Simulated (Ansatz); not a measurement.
Two G0W0 runs on InP (F-43m).

```xyz
2
Lattice="0.0000 2.9343 2.9343 2.9343 0.0000 2.9343 2.9343 2.9343 0.0000" Properties=species:S:1:pos:R:3 pbc="T T T"
In    0.0000    0.0000    0.0000
P     1.4672    1.4672    1.4672
```

The cell and positions come from the Crystallography Open Database and are kept as given unless a step says otherwise.

The first (Ansatz 0.2.0; start PBE with 5 % exact exchange, 6×6×6 mesh, 210 empty bands, screening to 150 eV, PAW set soft_1 files; 1 × NVIDIA H100 80GB HBM3 (shared by 6 runs) with 3 threads of AMD EPYC 7R13 (Zen 3), shared host) gave, on its mesh: starting gap 0.95 eV, G0W0 gap 1.33 eV, RPA ε∞ (mean) 14.40, 24 s.

The second changes start from PBE with 5 % exact exchange to PBE with 40 % exact exchange. What does it give?

It gave: starting gap 3.01 eV, G0W0 gap 2.10 eV, RPA ε∞ (mean) 5.96, 51 s. The G0W0 gap moves by +0.77 eV, +2.05 eV from the start and −1.28 eV from the correction. Σc changes by −0.16 eV at the valence top and +0.12 eV at the conduction bottom, and Σx − Vxc between them by −1.56 eV.

Limits: not at the basis limit; no spin-orbit coupling.

[Paths, hosts, dates, memory and timing lines, banners, echoed tables and standing remarks are left out of the program output.]

[Logs are printed without paths, hosts, clocks, repeated set-up lines and the standing remarks that a program may print on its own settings, such as how far it seeks lower states.]

[Runs of the session that timed out or met a known fault of the program may be left out.]

[Cells called generated may have been cut or substituted from an entry of the Crystallography Open Database or the Materials Project.]

[Hosts, paths, dates, database ids (printed as entryN), source tags and the programs' standing remarks are cut or masked in the printed files.]
